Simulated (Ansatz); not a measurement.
## How AgCl (Chlorargyrite, Fm-3m) expands on warming

Aim: the lattice, expansion, heat capacity and bulk modulus of AgCl (Chlorargyrite) as it warms.

Measurements to reproduce:
- volume expansion coefficient 98.7 1e-6/K near room temperature (given in “Descriptors for thermal expansion in solids”, 2017, arXiv:1701.03966)
- heat capacity C_P per formula unit 53 J/mol/K near room temperature (given in “High-Throughput Prediction of Finite-Temperature Properties using the Quasi-Harmonic Approximation”, 2016, arXiv:1603.06924)

Method: DFT RPBE, scalar-relativistic, plane waves, PAW, in Ansatz 0.2.0.

The database entry behind the starting cell differs from later determinations by our own check (an axis about 1.4 % short against later determinations), so it need not match the best structure at ambient conditions.

## 1. The structure

Symmetry: Fm-3m, No. 225, cubic system. The conventional cell has a = 5.470 Å, b = 5.470 Å, c = 5.470 Å, α = 90.00°, β = 90.00°, γ = 90.00°. Ag has 6 Cl at 2.73 Å nearest. Nearest to Cl lie 6 Ag at 2.73 Å. Farther neighbours and most contacts between anions are not listed.

## 2. Probe on a coarse mesh

A cheap single point shows whether the cell is a metal or an insulator and how far it is from rest; that sets the k-mesh and the occupations of what follows.

input.yaml reads:

```yaml
crystal:
  lattice:
    - [0.0, 2.735, 2.735]
    - [2.735, 0.0, 2.735]
    - [2.735, 2.735, 0.0]
  atoms:
    - { symbol: Ag, position: [0.0, 0.0, 0.0] }
    - { symbol: Cl, position: [0.5, 0.5, 0.5] }
kpoints:
  mp_grid: { grid: [6, 6, 6] }
hamiltonian:
  xc: rpbe
scf:
  occupations: { method: gaussian, width: 0.1 }
output:
  forces: true
  stress: true
  eigenvalues: true
```

Run with:

```console
$ ansatz run input.yaml --threads 4 --pin off --max-ram 8192MiB --backend cpu --events-out ev --progress --plain --runs-dir out
```

Numbers of over 12 decimals in the logs are rounded to 6 here.

The program printed:

```text
Engine: ansatz 0.2.0, x86_64-unknown-linux-gnu
Pseudopotentials: kind: paw
Pseudopotential: Ag, paw, valence charge 19, recommended cutoff 420 eV (normal), Ag.paw.azcp
Pseudopotential: Cl, paw, valence charge 7, recommended cutoff 420 eV (normal), Cl.paw.azcp
Functional definition: RPBE
  parameter kappa = 0.804
  parameter beta = 0.066725
  exchange = rpbe_x(kappa = kappa, mu = beta*pi^2/3)
  correlation = pbe_c(beta = beta)
Crystal: 2 atoms, lattice volume = 40.917 Å³
Basis set: ecut = 420 eV, 821 PW (Γ), exchange–correlation on 54×54×54 points (8 copies of the dense FFT grid, shifted against one another)
Bands: 17, of which v1, the nominal top of the filled ones, is band 13 counted from 1 (12 counted from 0)
Symmetry: 48 space group operations
Space group: Fm-3m (ITA 225), of the structure as read, at distance tolerance 3.4e-5 Å
k-points: 16 of 216
Non-local potential: Ag, projectors of the file, l = 0: 3, l = 1: 2, l = 2: 2, l = 3: 1
Non-local potential: Cl, projectors of the file, l = 0: 2, l = 1: 2, l = 2: 2
PAW form: soft (Blöchl's): semilocal exchange-correlation on the pseudo side does not see the compensation charge
PAW frozen core: Ag, regenerated for the run's functional, and the local potential with it (the file was generated under x = pbe(κ = 0.804, μ = 0.219515), c = pbe(β = 0.066725))
PAW frozen core: Cl, regenerated for the run's functional, and the local potential with it (the file was generated under x = pbe(κ = 0.804, μ = 0.219515), c = pbe(β = 0.066725))
PAW one-centre angular grid: Ag, 590 points (default); XC on 64 Gauss nodes
PAW one-centre angular grid: Cl, 110 points (default); XC on 64 Gauss nodes
Initial density: superposition of atomic densities (neutral atoms: chi_scale 0, normalization atom), corrected by the library's trained network
Initial wavefunctions: pseudopotential atomic-orbital guess
Functional: x = rpbe, c = pbe(β = 0.066725)
SCF iter   1: F=—  HF=-8682.567993 eV  |F-HF|=—  |Δ(HF+E_count)|=         —  Δρ=4.17e-3  dr2=6.80e-3  ethr=1.77e-3  ⟨swp⟩=5.1  Hψ=1274  notcnv=0
preconditioner: auto → none  [insulator: Δε(μ)=1.115 eV  Ē_g=11.269 eV  σ=0.100 eV  W_gap=1.00  n_scr=14 (ndim 8)  ℏωp=24.6 eV  f_vac=0.026  D(μ)=0.00/eV (n_scr^D=0)  ε∞_Penn≈5.8]
SCF iter   2: F=—  HF=-8682.567389 eV  |F-HF|=—  |Δ(HF+E_count)|=   6.04e-4  Δρ=1.83e-3  dr2=7.58e-4  ethr=2.61e-5  ⟨swp⟩=2.6  Hψ=568  notcnv=0
SCF iter   3: F=—  HF=-8682.567287 eV  |F-HF|=—  |Δ(HF+E_count)|=   1.02e-4  Δρ=7.74e-4  dr2=1.66e-4  ethr=2.92e-6  ⟨swp⟩=2.6  Hψ=461  notcnv=0
SCF iter   4: F=—  HF=-8682.567302 eV  |F-HF|=—  |Δ(HF+E_count)|=   1.55e-5  Δρ=3.34e-4  dr2=4.52e-5  ethr=6.38e-7  ⟨swp⟩=2.4  Hψ=383  notcnv=0
SCF iter   5: F=—  HF=-8682.567297 eV  |F-HF|=—  |Δ(HF+E_count)|=   5.66e-6  Δρ=7.02e-5  dr2=2.39e-6  ethr=1.74e-7  ⟨swp⟩=2.2  Hψ=352  notcnv=0
SCF iter   6: F=-8682.567297 eV  HF=-8682.567297 eV  |F-HF|=1.09e-8  |Δ(HF+E_count)|=   6.92e-7  Δρ=6.82e-6  dr2=1.86e-8  ethr=3.85e-10  ⟨swp⟩=3.1  Hψ=1072  notcnv=0
SCF 1 converged in 6 iterations: F = -8682.567297 eV  dr2 = 1.86e-8
  greatest PAW one-centre occupation: 1.000 electrons in one spin orbital (limit 2), on the Ag atom at site 0 (counted from 0), in its partial waves of l = 1
SCF converged after 6 iterations
Free energy (F): -8682.567297 eV
Harris-Foulkes:  -8682.567297 eV  (|F-HF|=1.09e-8)
Internal energy: -8682.567297 eV  (E = F + TS)
E sigma→0 (E₀):  -8682.567297 eV
Fermi energy:    9.496227 eV
--- Per-component energies (eV) ---
  E_band       = -340.384946
  E_kinetic    = 690.870624
  E_local      = -3148.008308  (includes V_loc(G=0)·N_el)
  E_nonlocal   = 111.154694
  E_hartree    = 1386.919196
  E_xc         = -291.354048
  E_vxc        = -355.150576  (∫ρ·V_xc dr)
  E_paw        = -4576.204877  (= ΣΔE_a)
  E_vpaw       = -413.092484  (= ΣTr[D̂ρ^β])
  E_aug_tail   = 0.000426  (compensation charges beyond the density's cutoff)
  E_ewald      = -2855.792444
  E_core_change = -0.152561  (= ΣΔE_core)
  E_smearing   = -0.000000  (= −TS)
  E_closure    = -0.000000  (closes the sum)
  Σ components = -8682.567297   (vs F -8682.567297, Δ=0.00e0)
--- Forces (eV/Å), atoms counted from 1 ---
  atom   1  Ag    -0.00000000     0.00000000     0.00000000
  atom   2  Cl     0.00000000    -0.00000000     0.00000000
  max |Σ_I F_I| component: 3.48e-30 eV/Å
--- Stress (GPa, compression-positive) ---
        7.238824      -0.000000       0.000000
        0.000000       7.238824       0.000000
        0.000000      -0.000000       7.238824
  P = ⅓ Tr σ = 7.2388 GPa (72.388 kbar)
--- Band table (eV; the first three rows and the last of 16) ---
  k-point 0: bands = [... 9 lower, 6.3993, 6.4503, 6.4503, 6.4503, 10.0265, 19.6860, 19.6860, 19.6860]
  k-point 1: bands = [... 9 lower, 6.4558, 6.7165, 7.5546, 7.5546, 11.1757, 17.8743, 19.0682, 19.0682]
  k-point 2: bands = [... 9 lower, 6.6529, 6.9514, 8.5318, 8.5318, 12.8080, 16.1462, 17.3300, 17.3300]
  k-point 15: bands = [... 9 lower, 6.8847, 6.8952, 6.9061, 7.5617, 12.6291, 16.8224, 17.3190, 18.0684]
```

The job ended after 1.3 s (4 threads of Intel Xeon Platinum 8559C (Emerald Rapids), shared host; peak memory 0.35 GiB; 1.6 s of CPU time).

This step gave:

```
pressure          : 7.239 GPa
gap on the k-mesh : 1.079 eV
volume per atom   : 20.46 Å³
```

The start is under 7.2 GPa at this level and looks like an insulator or semiconductor on this mesh.

## 3. Relaxation

The vibrations must be taken about the equilibrium of this functional, not about the starting cell, so the structure is relaxed.

input.yaml, the sections that differ from step 2:

```yaml
kpoints:
  mp_grid: { grid: [8, 8, 8] }
scf:
  occupations: { method: gaussian, width: 0.02 }
output:
  forces: true
  stress: true
  eigenvalues: true
  write_density: true
  write_potential: true
  elf: true
  volumetric_format: npy
relax:
  adjacent_minimum: "off"
  f_tol: 0.005
  max_steps: 80
  cell: { stress_tol: 0.05 }
# crystal, hamiltonian: as in step 2
```

The program printed:

```text
[...]
Crystal: 2 atoms, lattice volume = 40.917 Å³
Basis set: ecut = 420 eV, 821 PW (Γ), exchange–correlation on 54×54×54 points (8 copies of the dense FFT grid, shifted against one another)
Bands: 17, of which v1, the nominal top of the filled ones, is band 13 counted from 1 (12 counted from 0)
Symmetry: 48 space group operations
[...]
k-points: 29 of 512
[...]
SCF iter   1: F=—  HF=-8682.568443 eV  |F-HF|=—  |Δ(HF+E_count)|=         —  Δρ=4.15e-3  dr2=6.71e-3  ethr=1.77e-3  ⟨swp⟩=5.4  Hψ=2412  notcnv=0
[...]
SCF iter   6: F=-8682.567799 eV  HF=-8682.567799 eV  |F-HF|=1.14e-8  |Δ(HF+E_count)|=   6.84e-7  Δρ=6.64e-6  dr2=1.76e-8  ethr=3.85e-10  ⟨swp⟩=6.2  Hψ=3074  notcnv=0
SCF 1 converged in 6 iterations: F = -8682.567799 eV  dr2 = 1.76e-8
[...]
relax step   1: F+E_penalty+E_count = -8682.56779886 eV  Δ(F+E_penalty+E_count) = +0.000e0 eV  max|allowed force component| = 2.971e-29 eV/Å  Δτ_max = 0.0000 Å  P = +7.229 GPa  Ω = 40.917 Å³  (6 SCF iters, dr2 threshold 1.00e-7 eV, accepted)
Crystal: 2 atoms, lattice volume = 47.003 Å³
Basis set: ecut = 420 eV, 941 PW (Γ), exchange–correlation on 54×54×54 points (8 copies of the dense FFT grid, shifted against one another)
[...]
iter 1 solved again at ethr=7.51e-5 eV; its pass at ethr=3.10e-3 eV (dr2=1.95e-2 eV) is discarded
[...]
SCF iter   6: F=-8682.699561 eV  HF=-8682.699561 eV  |F-HF|=5.54e-8  |Δ(HF+E_count)|=   4.07e-6  Δρ=5.60e-6  dr2=1.37e-8  ethr=7.69e-10  ⟨swp⟩=10.3  Hψ=3564  notcnv=0
SCF 2 converged in 6 iterations: F = -8682.699561 eV  dr2 = 1.37e-8
relax step   2: F+E_penalty+E_count = -8682.69956092 eV  Δ(F+E_penalty+E_count) = -1.318e-1 eV  max|allowed force component| = 7.593e-30 eV/Å  Δτ_max = 0.0000 Å  P = +0.664 GPa  Ω = 47.003 Å³  energy of the carried Pulay correction = -1.490e-3 eV  (6 SCF iters, dr2 threshold 2.00e-7 eV, accepted)
Crystal: 2 atoms, lattice volume = 47.721 Å³
[...]
SCF iter   5: F=-8682.701284 eV  HF=-8682.701284 eV  |F-HF|=4.13e-8  |Δ(HF+E_count)|=   1.14e-7  Δρ=6.04e-6  dr2=1.37e-8  ethr=7.69e-10  ⟨swp⟩=8.5  Hψ=3275  notcnv=0
SCF 3 converged in 5 iterations: F = -8682.701284 eV  dr2 = 1.37e-8
relax step   3: F+E_penalty+E_count = -8682.70128384 eV  Δ(F+E_penalty+E_count) = -1.723e-3 eV  max|allowed force component| = 7.034e-30 eV/Å  Δτ_max = 0.0000 Å  P = +0.181 GPa  Ω = 47.721 Å³  energy of the carried Pulay correction = -1.644e-3 eV  (5 SCF iters, dr2 threshold 2.00e-7 eV, accepted)
[...]
relax step   4: F+E_penalty+E_count = -8682.70138619 eV  Δ(F+E_penalty+E_count) = -1.024e-4 eV  max|allowed force component| = 9.006e-30 eV/Å  Δτ_max = 0.0000 Å  P = +0.008 GPa  Ω = 47.995 Å³  energy of the carried Pulay correction = -1.702e-3 eV  (4 SCF iters, dr2 threshold 8.19e-8 eV, accepted)
Basis set: ecut = 420 eV, 941 PW (Γ), exchange–correlation on 60×60×60 points (8 copies of the dense FFT grid, shifted against one another)
[...]
SCF iter   7: F=-8682.702571 eV  HF=-8682.702571 eV  |F-HF|=1.16e-10  |Δ(HF+E_count)|=  8.88e-10  Δρ=1.50e-7  dr2=6.64e-12  ethr=1.00e-12  ⟨swp⟩=4.0  Hψ=2329  notcnv=0
SCF 5 converged in 7 iterations: F = -8682.702571 eV  dr2 = 6.64e-12
relax step   5: F+E_penalty+E_count = -8682.70257148 eV  Δ(F+E_penalty+E_count) = -1.185e-3 eV  max|allowed force component| = 2.051e-29 eV/Å  Δτ_max = 0.0000 Å  P = -0.004 GPa  Ω = 47.995 Å³  stress off target by 4.48e-3 GPa  SCF on the basis re-selected at this cell (its energy is not comparable with the rows above)  (7 SCF iters)
basis re-selected at this cell: Δ(F+E_penalty+E_count) = -1.185e-3 eV, ΔP = -0.012 GPa vs the last step (what re-selecting the basis moved, of the pressure what is left beyond the Pulay correction that the steps carried, after the strain that the cell walked since its last selection, with what the two solves' SCF thresholds leave and, on support functions, any second-order correction that the steps lacked; it is no measure of the basis error at this ecutwfc). The dense FFT grid was sized anew with the basis: this SCF ran on 30×30×30 points, the steps before it on 27×27×27, so part of this shift can come from that change (see relax.cell in the input reference). [rest of the remark cut]
SCF converged after 7 iterations
Free energy (F): -8682.702571 eV
[...]
Internal energy: -8682.702571 eV  (E = F + TS)
E sigma→0 (E₀):  -8682.702571 eV
Fermi energy:    6.942086 eV
[...]
--- Stress (GPa, compression-positive) ---
       -0.004475       0.000000       0.000000
       -0.000000      -0.004475       0.000000
        0.000000       0.000000      -0.004475
  P = ⅓ Tr σ = -0.0045 GPa (-0.045 kbar)
--- Band table (eV; the first three rows and the last of 29) ---
  k-point 0: bands = [... 9 lower, 4.3879, 4.5113, 4.5113, 4.5113, 7.5254, 17.2276, 17.2276, 17.2276]
  k-point 1: bands = [... 9 lower, 4.3925, 4.5963, 5.1102, 5.1102, 8.1442, 15.9859, 16.8673, 16.8673]
  k-point 2: bands = [... 9 lower, 4.4826, 4.7051, 5.7260, 5.7260, 9.3591, 14.3206, 15.6337, 15.6337]
  k-point 28: bands = [... 9 lower, 4.7023, 4.7071, 4.7071, 5.4391, 10.5171, 14.3808, 14.3808, 14.4397]
--- Relaxed structure (4 steps of the walk, 4 accepted, 1 SCFs on fresh bases) ---
  F+E_penalty+E_count = -8682.70257148 eV   max|allowed force component| = 2.051e-29 eV/Å   (the final SCF, on the basis selected at the relaxed cell)
  cell:  # Å, volume = 47.9949 Å³
    - [0, 2.884398, 2.884398]
    - [2.884398, 0, 2.884398]
    - [2.884398, 2.884398, 0]
  atoms:
    - { symbol: Ag, position: [0, 0, 0] }
    - { symbol: Cl, position: [0.500000, 0.500000, 0.500000] }
```

Run time: 1.7 s. Hardware: 4 threads; peak memory 0.41 GiB; 5.1 s of CPU time.

The steps of the relaxation:

| step | energy less that of the first step (eV) | largest force component (eV/Å) | pressure (GPa) | volume (Å³) |
| --- | --- | --- | --- | --- |
| 1 | 0.0000 | 0.0000 | 7.23 | 40.92 |
| 2 | -0.1318 | 0.0000 | 0.66 | 47.00 |
| 3 | -0.1335 | 0.0000 | 0.18 | 47.72 |
| 4 | -0.1336 | 0.0000 | 0.01 | 47.99 |
| 5* | -0.1348 | 0.0000 | 0.00 | 47.99 |

Relaxation steps marked * repeat the geometry before them on a plane-wave basis chosen anew for their cell, so energy and pressure can jump there.

The run keeps the 48 symmetry operations that it works with, so distortions that break them were not tested.

| conventional cell, symmetrised | before | after | change |
| --- | --- | --- | --- |
| a (Å) | 5.470 | 5.769 | +5.5 % |
| b (Å) | 5.470 | 5.769 | +5.5 % |
| c (Å) | 5.470 | 5.769 | +5.5 % |
| volume (Å³/atom) | 20.46 | 24.00 | +17.3 % |

The relaxed structure:

```cif
data_structure
_symmetry_space_group_name_H-M 'P 1'
_symmetry_Int_Tables_number 1
_cell_length_a 4.0792
_cell_length_b 4.0792
_cell_length_c 4.0792
_cell_angle_alpha 60.000
_cell_angle_beta 60.000
_cell_angle_gamma 60.000
_cell_volume 47.99
loop_
_atom_site_label
_atom_site_type_symbol
_atom_site_fract_x
_atom_site_fract_y
_atom_site_fract_z
_atom_site_occupancy
Ag1 Ag 0.00000 0.00000 0.00000 1
Cl2 Cl 0.50000 0.50000 0.50000 1
```

This step gave:

- pressure: -0.004475 GPa
- gap on the k-mesh: 1.167 eV
- volume per atom: 24.00 Å³

Electrostatic potential energy in the ac plane of the conventional cell at fractional y = 0.000, with atoms of Ag and Cl within 0.2 Å of it. With pseudopotentials it is smooth inside the atoms' cores, unlike the true potential.

Ten even steps from '_' (-43 eV) to '@' (11 eV), each cell a mean:
```
::--**@@@@%%==____..##@@@@##==::
==++##@@@@@@##==--++%%@@@@%%**==
##%%@@@@@@@@@@%%%%@@@@@@@@@@%%##
@@@@@@@@@@@@@@@@@@@@@@@@@@@@@@@@
@@@@@@@@@@@@@@@@%%@@@@@@@@@@@@@@
**##@@@@@@@@##**++##%%@@@@@@%%##
..--##@@@@%%++--::==##@@@@@@++..
__..**@@@@##==::..::++%%@@%%--__
__..##@@@@##==::::--**@@@@%%==__
--++%%@@@@%%**====++##@@@@@@##==
%%@@@@@@@@@@%%####%%@@@@@@@@@@%%
@@@@@@@@@@@@@@@@@@@@@@@@@@@@@@@@
%%@@@@@@@@@@@@@@@@@@@@@@@@@@@@@@
++##%%@@@@@@%%##**##@@@@@@@@##**
::==##@@@@@@++....--##@@@@%%++--
..::++%%@@%%--____..**@@@@##==::
```
Columns run along a (5.8 Å; values clipped at the 3rd and 97th percentile), rows up along c (5.8 Å), edges of the conventional cell, whose origin can differ from the input's. Atoms in or near the plane, at fractional coordinates: Ag at (0.00, 0.00), Ag at (0.50, 0.50), Cl at (0.50, 0.00), Cl at (0.00, 0.50).

Valence density in the ac plane of the conventional cell at fractional y = 0.000, with atoms of Ag and Cl within 0.2 Å of it. It is the smooth field of the valence electrons, not physical close to the nuclei.

Ten steps, logarithmic in the rise over the least value, from '0' (0 e/Å³) to '9' (18 e/Å³), each cell a mean:
```
9841124434311369
7531013444210146
3210001232100013
1100000111000001
2100001111000011
3320013454100123
4431125887411244
2432137998511343
3431136998411244
4421014675310134
3210001332100012
1100000111000001
1100001121000011
5410012333200134
8741124444311258
9851134324321379
```
Columns run along a (5.8 Å), rows up along c (5.8 Å), edges of the conventional cell, whose origin can differ from the input's. Atoms in or near the plane, at fractional coordinates: Ag at (0.00, 0.00), Ag at (0.50, 0.50), Cl at (0.50, 0.00), Cl at (0.00, 0.50).

ELF in the ac plane of the conventional cell at fractional y = 0.000, with atoms of Ag and Cl within 0.2 Å of it. It is the smooth field of the valence electrons, not physical close to the nuclei.

Ten even steps from '_' (0.04) to '@' (0.85), each cell a mean:
```
%%**==..::%%@@##**@@@@++..::++##
**==::__::##@@@@@@@@@@==__..--++
::::..____==##%%%%%%**::____..::
....________::::--::..________..
++++--..______......______::==++
@@@@##--__..::====--..__..**@@@@
%%@@@@++..::==**##++--..::%%@@@@
==%%@@++..::**%%@@##==..--%%@@**
**@@@@++..::++##%%**==..::%%@@##
@@@@@@==__..--++**==::__::##@@@@
%%%%**::____..::::::..____==##%%
--::..________......________::::
....______::==++++++--..______..
==--..__..**@@@@@@@@##--__..::==
##++--..::%%@@@@%%@@@@++..::==**
@@##==..--%%@@**==%%@@++..::**%%
```
Columns run along a (5.8 Å), rows up along c (5.8 Å), edges of the conventional cell, whose origin can differ from the input's. Atoms in or near the plane, at fractional coordinates: Ag at (0.00, 0.00), Ag at (0.50, 0.50), Cl at (0.50, 0.00), Cl at (0.00, 0.50).

The relaxation ends with a pressure of 0.00 GPa.

## 4. A second relaxation

The relaxation is run once more from where the first one ended, as the script does after a large change of volume or of the gap, with mesh and occupations reviewed.

input.yaml, the sections that differ from step 3:

```yaml
crystal:
  lattice:
    - [0.0, 2.8843978006, 2.8843978006]
    - [2.8843978006, 0.0, 2.8843978006]
    - [2.8843978006, 2.8843978006, 0.0]
  atoms:
    - { symbol: Ag, position: [0.0, 0.0, 0.0] }
    - { symbol: Cl, position: [0.5, 0.5, 0.5] }
output:
  forces: true
  stress: true
  eigenvalues: true
# kpoints, hamiltonian, scf, relax: as in step 3
```

The program printed:

```text
[...]
Crystal: 2 atoms, lattice volume = 47.995 Å³
Basis set: ecut = 420 eV, 941 PW (Γ), exchange–correlation on 60×60×60 points (8 copies of the dense FFT grid, shifted against one another)
Bands: 17, of which v1, the nominal top of the filled ones, is band 13 counted from 1 (12 counted from 0)
Symmetry: 48 space group operations
[...]
k-points: 29 of 512
[...]
k-point 28: bands = [... 9 lower, 4.7023, 4.7071, 4.7071, 5.4391, 10.5171, 14.3808, 14.3808, 14.4397]
--- Relaxed structure (1 steps of the walk, 1 accepted, 1 SCFs on fresh bases) ---
[...]
cell:  # Å, volume = 47.9949 Å³
    - [0.0, 2.8843978006, 2.8843978006]
    - [2.8843978006, 0.0, 2.8843978006]
    - [2.8843978006, 2.8843978006, 0.0]
  atoms:
    - { symbol: Ag, position: [0.0, 0.0, 0.0] }
    - { symbol: Cl, position: [0.500000, 0.500000, 0.500000] }
[key lines of the parts left out:]
SCF converged after 4 iterations
Free energy (F): -8682.702571 eV
Fermi energy:    6.942080 eV
P = ⅓ Tr σ = -0.0045 GPa (-0.045 kbar)
```

Run time: 0.84 s. Hardware: 4 threads; peak memory 0.41 GiB.

Little changed from the start: no atom moved by 0.005 Å and no cell edge by 0.1 %.

Numbers from this step:

```yaml
pressure: -0.004465 GPa
```

## 5. Tight relaxation

The relaxation is repeated with tighter thresholds on force and stress, since phonons are sensitive to what is left; a change of mesh or smearing in the input moves the cell too.

input.yaml, the sections that differ from step 4:

```yaml
scf:
  occupations: { method: fixed }
relax:
  adjacent_minimum: "off"
  f_tol: 0.001
  max_steps: 60
  cell: { stress_tol: 0.01 }
# crystal, kpoints, hamiltonian, output: as in step 4
```

The program printed:

```text
[...]
Crystal: 2 atoms, lattice volume = 47.995 Å³
Basis set: ecut = 420 eV, 941 PW (Γ), exchange–correlation on 60×60×60 points (8 copies of the dense FFT grid, shifted against one another)
Bands: 17, of which v1, the nominal top of the filled ones, is band 13 counted from 1 (12 counted from 0)
Symmetry: 48 space group operations
[...]
k-points: 29 of 512
[...]
k-point 28: bands = [... 9 lower, 4.7023, 4.7071, 4.7071, 5.4391, 10.5171, 14.3808, 14.3808, 14.4397]
--- Relaxed structure (1 steps of the walk, 1 accepted, 1 SCFs on fresh bases) ---
[...]
cell:  # Å, volume = 47.9949 Å³
    - [0.0, 2.8843978006, 2.8843978006]
    - [2.8843978006, 0.0, 2.8843978006]
    - [2.8843978006, 2.8843978006, 0.0]
  atoms:
    - { symbol: Ag, position: [0.0, 0.0, 0.0] }
    - { symbol: Cl, position: [0.500000, 0.500000, 0.500000] }
[key lines of the parts left out:]
SCF converged after 6 iterations
Free energy (F): -8682.702571 eV
Fermi energy:    6.358065 eV
P = ⅓ Tr σ = -0.0045 GPa (-0.045 kbar)
```

It took 0.71 s on 4 threads; peak memory 0.41 GiB.

Little changed from the start: no atom moved by 0.005 Å and no cell edge by 0.1 %.

Numbers from this step:

```yaml
pressure: -0.004471 GPa
```

The residual pressure is -0.0045 GPa, small enough for phonons.

(Part 1 of 3 ends here.)

[Logs are printed without paths, hosts, clocks, repeated set-up lines and the standing remarks that a program may print on its own settings, such as how far it seeks lower states.]

[Hosts, paths, dates, database ids (printed as entryN), source tags and the programs' standing remarks are cut or masked in the printed files.]

[A step with changed settings may run another functional than the one named; its input shows which.]
